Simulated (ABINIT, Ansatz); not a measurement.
## Quasiparticle gap of Li3OCl (Pm-3m) in ABINIT

Aim: the G0W0 gap of Li3OCl (Pm-3m) on PBEsol, step by step.

Main program and level: ABINIT 10.8.3; PBEsol and many-body steps on it, plane waves.

This is a report of a sequence of runs, with most program output left out.

## Step 1: The structure

Symmetry: Pm-3m, No. 221, cubic system. The conventional cell has a = 3.908 Å, b = 3.908 Å, c = 3.908 Å, α = 90.00°, β = 90.00°, γ = 90.00°. Nearest to Li lie 2 O at 1.95 Å and 8 Li at 2.76 Å and 4 Cl at 2.76 Å. Nearest to Cl lie 12 Li at 2.76 Å. Nearest to O lie 6 Li at 1.95 Å. Farther neighbours and most contacts between anions are not listed.

The cell and positions are those that the Materials Project relaxed with its own functionals (PBE, PBE+U or r2SCAN), kept fixed.

## Step 2: Ground state

This step: ABINIT 10.8.3; DFT, PBEsol, plane waves, norm-conserving pseudopotentials.

The ground-state density comes first.

Input file run.abi:

```
acell 3*1.0 Angstrom
rprim 
  3.908337000000 0.000000000000 0.000000000000
  0.000000000000 3.908337000000 0.000000000000
  0.000000000000 0.000000000000 3.908337000000
ntypat 3
znucl 3 17 8
natom 5
typat 1 1 1 2 3
xred 
  0.000000000000 0.500000000000 0.500000000000
  0.500000000000 0.000000000000 0.500000000000
  0.500000000000 0.500000000000 0.000000000000
  0.000000000000 0.000000000000 0.000000000000
  0.500000000000 0.500000000000 0.500000000000
pp_dirpath "pseudos"
pseudos "Li.upf, Cl.upf, O.upf"
ecut 36
ngkpt 6 6 6
nshiftk 1
shiftk 0 0 0
kptopt 1
chksymbreak 0
nband 17
occopt 1
tolvrs 1e-10
nstep 60
prtwf 0
optforces 0
optstress 0
indata_prefix "in"
outdata_prefix "out"
tmpdata_prefix "tmp"
```

Command:

```
$ OMP_NUM_THREADS=1 mpirun -n 4 abinit run.abi > log
```

Elapsed: 28 s, on 4 MPI ranks of Intel Xeon Platinum 8259CL at 2.50GHz (Skylake/Cascade Lake), shared host; peak memory 0.39 GiB.

Numbers from this step:

- total energy: -1484.7154 eV
- gap: 4.610 eV
- k of the valence top: 0.5, 0.5, 0
- k of the conduction bottom: 0, 0, 0
- least direct gap: 4.712 eV

The gap is indirect, with the least direct gap 0.10 eV higher.

## Step 3: Bands along the symmetry lines

The cheap functional maps the bands first; the places of the edges decide which points the dearer methods must see.

Input file run.abi:

```
acell 3*1.0 Angstrom
rprim 
  3.908337000000 0.000000000000 0.000000000000
  0.000000000000 3.908337000000 0.000000000000
  0.000000000000 0.000000000000 3.908337000000
ntypat 3
znucl 3 17 8
natom 5
typat 1 1 1 2 3
xred 
  0.000000000000 0.500000000000 0.500000000000
  0.500000000000 0.000000000000 0.500000000000
  0.500000000000 0.500000000000 0.000000000000
  0.000000000000 0.000000000000 0.000000000000
  0.500000000000 0.500000000000 0.500000000000
pp_dirpath "pseudos"
pseudos "Li.upf, Cl.upf, O.upf"
ecut 36
iscf -2
irdden 1
kptopt 0
nkpt 50
kpt 
  0.00000000 0.00000000 0.00000000
  0.00000000 0.06250000 0.00000000
  0.00000000 0.12500000 0.00000000
  0.00000000 0.18750000 0.00000000
  0.00000000 0.25000000 0.00000000
  0.00000000 0.31250000 0.00000000
  0.00000000 0.37500000 0.00000000
  0.00000000 0.43750000 0.00000000
  0.00000000 0.50000000 0.00000000
  0.06250000 0.50000000 0.00000000
  0.12500000 0.50000000 0.00000000
  0.18750000 0.50000000 0.00000000
  0.25000000 0.50000000 0.00000000
  0.31250000 0.50000000 0.00000000
  0.37500000 0.50000000 0.00000000
  0.43750000 0.50000000 0.00000000
  0.50000000 0.50000000 0.00000000
  0.43750000 0.43750000 0.00000000
  0.37500000 0.37500000 0.00000000
  0.31250000 0.31250000 0.00000000
  0.25000000 0.25000000 0.00000000
  0.18750000 0.18750000 0.00000000
  0.12500000 0.12500000 0.00000000
  0.06250000 0.06250000 0.00000000
  0.00000000 0.00000000 0.00000000
  0.06250000 0.06250000 0.06250000
  0.12500000 0.12500000 0.12500000
  0.18750000 0.18750000 0.18750000
  0.25000000 0.25000000 0.25000000
  0.31250000 0.31250000 0.31250000
  0.37500000 0.37500000 0.37500000
  0.43750000 0.43750000 0.43750000
  0.50000000 0.50000000 0.50000000
  0.43750000 0.50000000 0.43750000
  0.37500000 0.50000000 0.37500000
  0.31250000 0.50000000 0.31250000
  0.25000000 0.50000000 0.25000000
  0.18750000 0.50000000 0.18750000
  0.12500000 0.50000000 0.12500000
  0.06250000 0.50000000 0.06250000
  0.00000000 0.50000000 0.00000000
  0.50000000 0.50000000 0.50000000
  0.50000000 0.50000000 0.43750000
  0.50000000 0.50000000 0.37500000
  0.50000000 0.50000000 0.31250000
  0.50000000 0.50000000 0.25000000
  0.50000000 0.50000000 0.18750000
  0.50000000 0.50000000 0.12500000
  0.50000000 0.50000000 0.06250000
  0.50000000 0.50000000 0.00000000
istwfk *1
nband 18
nbdbuf 2
tolwfr 1e-08
nstep 40
prtwf 0
prtvol 0
indata_prefix "in"
outdata_prefix "out"
tmpdata_prefix "tmp"
```

It took 34 s on 4 MPI ranks; peak memory 0.37 GiB; 2.3 min of CPU time.

This step gave:

* gap: 4.610 eV
* k of the valence top: 0.5, 0.5, 0
* k of the conduction bottom: 0, 0, 0
* least direct gap: 4.712 eV

The gap is 4.610 eV, as in the run before at this level.

Electronic bands along the path, in eV, zero at the top of the highest filled band:

```
    point  band 8  band 9  band 10  band 11  band 12  band 13  band 14  band 15
        Γ   -2.97   -0.50    -0.50    -0.50     4.61     6.87     6.87    11.59
  halfway   -2.72   -0.81    -0.73    -0.73     5.48     6.61     8.08     9.62
        X   -2.37   -1.07    -1.07    -0.98     6.35     6.39     8.82     8.82
  halfway   -2.27   -0.98    -0.53    -0.38     5.44     7.41     7.96     8.29
        M   -2.16   -0.87     0.00     0.00     4.71     6.65     7.81     7.81
  halfway   -2.52   -0.99    -0.83    -0.27     5.53     7.44     8.39     8.44
        Γ   -2.97   -0.50    -0.50    -0.50     4.61     6.87     6.87    11.59
  halfway   -3.06   -0.67    -0.55    -0.55     6.57     7.64     7.64     7.66
        R   -3.58   -0.71    -0.71    -0.71     8.59     8.59     8.59     8.65
  halfway   -3.03   -0.89    -0.41    -0.26     6.44     7.09     7.45     8.70
        X   -2.37   -1.07    -1.07    -0.98     6.35     6.39     8.82     8.82
jump to R   -3.58   -0.71    -0.71    -0.71     8.59     8.59     8.59     8.65
  halfway   -2.95   -0.79    -0.34    -0.34     6.48     7.36     7.91     7.91
        M   -2.16   -0.87     0.00     0.00     4.71     6.65     7.81     7.81
```

## Step 4: Empty states on the mesh, 4×4×4 mesh, 154 bands

The sums over transitions need many empty states on a uniform mesh; this step solves for them.

Input file run.abi:

```
acell 3*1.0 Angstrom
rprim 
  3.908337000000 0.000000000000 0.000000000000
  0.000000000000 3.908337000000 0.000000000000
  0.000000000000 0.000000000000 3.908337000000
ntypat 3
znucl 3 17 8
natom 5
typat 1 1 1 2 3
xred 
  0.000000000000 0.500000000000 0.500000000000
  0.500000000000 0.000000000000 0.500000000000
  0.500000000000 0.500000000000 0.000000000000
  0.000000000000 0.000000000000 0.000000000000
  0.500000000000 0.500000000000 0.500000000000
pp_dirpath "pseudos"
pseudos "Li.upf, Cl.upf, O.upf"
ecut 36
ngkpt 4 4 4
nshiftk 1
shiftk 0 0 0
kptopt 1
chksymbreak 0
irdden 1
istwfk *1
nband 154
prtvol 0
optdriver 6
gwr_task "HDIAGO"
paral_kgb 0
occopt 1
indata_prefix "in"
outdata_prefix "out"
tmpdata_prefix "tmp"
```

The job ended after 3 min (4 MPI ranks; peak memory 4 GiB; 12 min of CPU time).

Numbers from this step:

- gap: 4.610 eV
- k of the valence top: 0.5, 0.5, 0
- k of the conduction bottom: 0, 0, 0
- least direct gap: 4.712 eV
- k points computed: 10
- lowest point of the top converged band, above the valence top: 90.9367 eV

On this mesh the gap is 4.610 eV.

## Step 5: Screening, 4×4×4 mesh, 146 bands, screening to 176.9 eV

The RPA dielectric matrix is built and inverted for each q.

This step: RPA screening on PBEsol, plane waves, norm-conserving pseudopotentials.

Edit run.abi of step 4 so:

```diff
@@ -23,10 +23,11 @@
 chksymbreak 0
-irdden 1
 istwfk *1
-nband 154
-prtvol 0
-optdriver 6
-gwr_task "HDIAGO"
-paral_kgb 0
 occopt 1
+irdwfk 1
+optdriver 3
+nband 146
+ecuteps 6.5
+inclvkb 2
+awtr 1
+symchi 1
 indata_prefix "in"
```

Elapsed: 1.9 min, on 4 MPI ranks; peak memory 1.3 GiB.

This step gave:

* ε∞ with local fields, on this mesh, along the program's q direction: 3.013
* the same without local fields: 3.409
* plasma frequency: 22.54 eV
* plane waves in the screening matrix: 305

Local fields lower ε∞ by 12 %. On a Γ-centred mesh this coarse the value itself is usually too large, while a short band sum pulls it down.

## Step 6: Self-energy, 4×4×4 mesh, 146 bands, screening to 176.9 eV

The self-energy is evaluated for the states that the input lists, and the levels follow from it, in one-shot runs by the linearised quasiparticle equation.

This step: G0W0 on PBEsol, plane waves, norm-conserving pseudopotentials.

Edit run.abi of step 5 so:

```diff
@@ -26,8 +26,17 @@
 irdwfk 1
-optdriver 3
+optdriver 4
 nband 146
+gwcalctyp 0
+ecutsigx 36
+symsigma 1
+nkptgw 2
+kptgw 
+  0.5000000000 0.5000000000 0.0000000000
+  0.0000000000 0.0000000000 0.0000000000
+bdgw 
+  10 13
+  9 14
 ecuteps 6.5
-inclvkb 2
-awtr 1
-symchi 1
+irdscr 1
+ppmodel 1
 indata_prefix "in"
```

Run time: 40 s. Hardware: 4 MPI ranks; peak memory 1.4 GiB.

This step gave:

| Property | Result |
| --- | --- |
| G0W0 gap on the points computed | 6.797 eV |
| starting gap on the mesh | 4.610 eV |
| k of the valence top | 0.5, 0.5, 0 |
| k of the conduction bottom | 0, 0, 0 |
| Z at the valence top | 0.777 |
| Z at the conduction bottom | 0.839 |
| least direct G0W0 gap on the computed points | 6.933 eV |

The gap on the mesh goes from 4.61 eV to 6.80 eV, a correction of +2.19 eV.

Limits: finite bands, cutoff and mesh; coarse k mesh. v1 is the top filled band, c1 the lowest empty one. The levels before and after the correction (eV, zero at the valence-band top of each column):

```
           conduction bottom  valence top
Kohn-Sham               4.61         0.00
     G0W0               6.80         0.00
```

|  | level | energy (eV) |
| --- | --- | --- |
| Kohn-Sham | (0.5 0.5 0) v2-v1 | 0.000 |
| Kohn-Sham | (0.5 0.5 0) c1 | 4.712 |
| Kohn-Sham | (0.5 0.5 0) c2 | 6.649 |
| Kohn-Sham | Γ v3-v1 | -0.503 |
| Kohn-Sham | Γ c1 | 4.610 |
| Kohn-Sham | Γ c2-c3 | 6.872 |
| G0W0 | (0.5 0.5 0) v2-v1 | 0.000 |
| G0W0 | (0.5 0.5 0) c1 | 6.933 |
| G0W0 | (0.5 0.5 0) c2 | 9.068 |
| G0W0 | Γ v3-v1 | -0.580 |
| G0W0 | Γ c1 | 6.797 |
| G0W0 | Γ c2-c3 | 9.166 |

## Step 7: Where the time went

Times are wall times on 4 MPI ranks of Intel Xeon Platinum 8259CL at 2.50GHz (Skylake/Cascade Lake), shared host. The host was busy with other work, so they are no guide to cost.

```csv
step,time,share,memory (GiB)
ground state,28 s,7 %,0.39
bands along the symmetry lines,34 s,9 %,0.37
empty states on the mesh,3 min,45 %,4.0
screening,1.9 min,29 %,1.3
self-energy,40 s,10 %,1.4
```

## Step 8: What came out

| Property | Result |
| --- | --- |
| PBEsol gap | 4.61 eV, indirect |
| G0W0 gap on the mesh | 6.80 eV |
| GW settings | 4×4×4 mesh, 146 bands, screening to 176.9 eV, Godby-Needs plasmon pole |
| known limits | not at the basis limit; coarse k mesh |

**Reading.** G0W0 moves the gap on the mesh from 4.61 eV to 6.80 eV (+2.19 eV), with Z of 0.78 and 0.84 at the edges. Local fields lower the RPA ε∞ on this mesh from 3.41 to 3.01; a Γ-centred mesh this coarse tends to raise both, most where the direct gap is narrow, while a short band sum lowers them. Only 2 of the mesh's irreducible points were corrected, so a valley elsewhere could overtake. The dearest step here is «empty states on the mesh». Bands and cutoff are finite, so the gap is not at the basis limit. The miss can reach some tenths of an eV and take either sign; the mesh is an error of its own. In the G0W0 run levels were corrected at 2 k points alone, so a gap called «on the mesh» is the least over those, and an edge elsewhere would be missed. The 4×4×4 mesh is coarse for this cell, which bears on the long-range parts of exchange and screening.

[Paths, hosts, dates, memory and timing lines, banners, echoed tables and standing remarks are left out of the program output.]

[Logs are printed without paths, hosts, clocks, repeated set-up lines and the standing remarks that a program may print on its own settings, such as how far it seeks lower states.]

[Runs of the session that timed out or met a known fault of the program may be left out.]

[Hosts, paths, dates, database ids (printed as entryN), source tags and the programs' standing remarks are cut or masked in the printed files.]

[G0W0 gaps are taken among the corrected bands and points alone; a level outside them can change the order at an edge.]

[Where Ansatz stands beside ABINIT at settings called matched, ABINIT's density can come from a denser mesh and the files from another edition; pairs whose starting gaps differed by over 0.03 eV were left out, so agreement reads better than it is.]
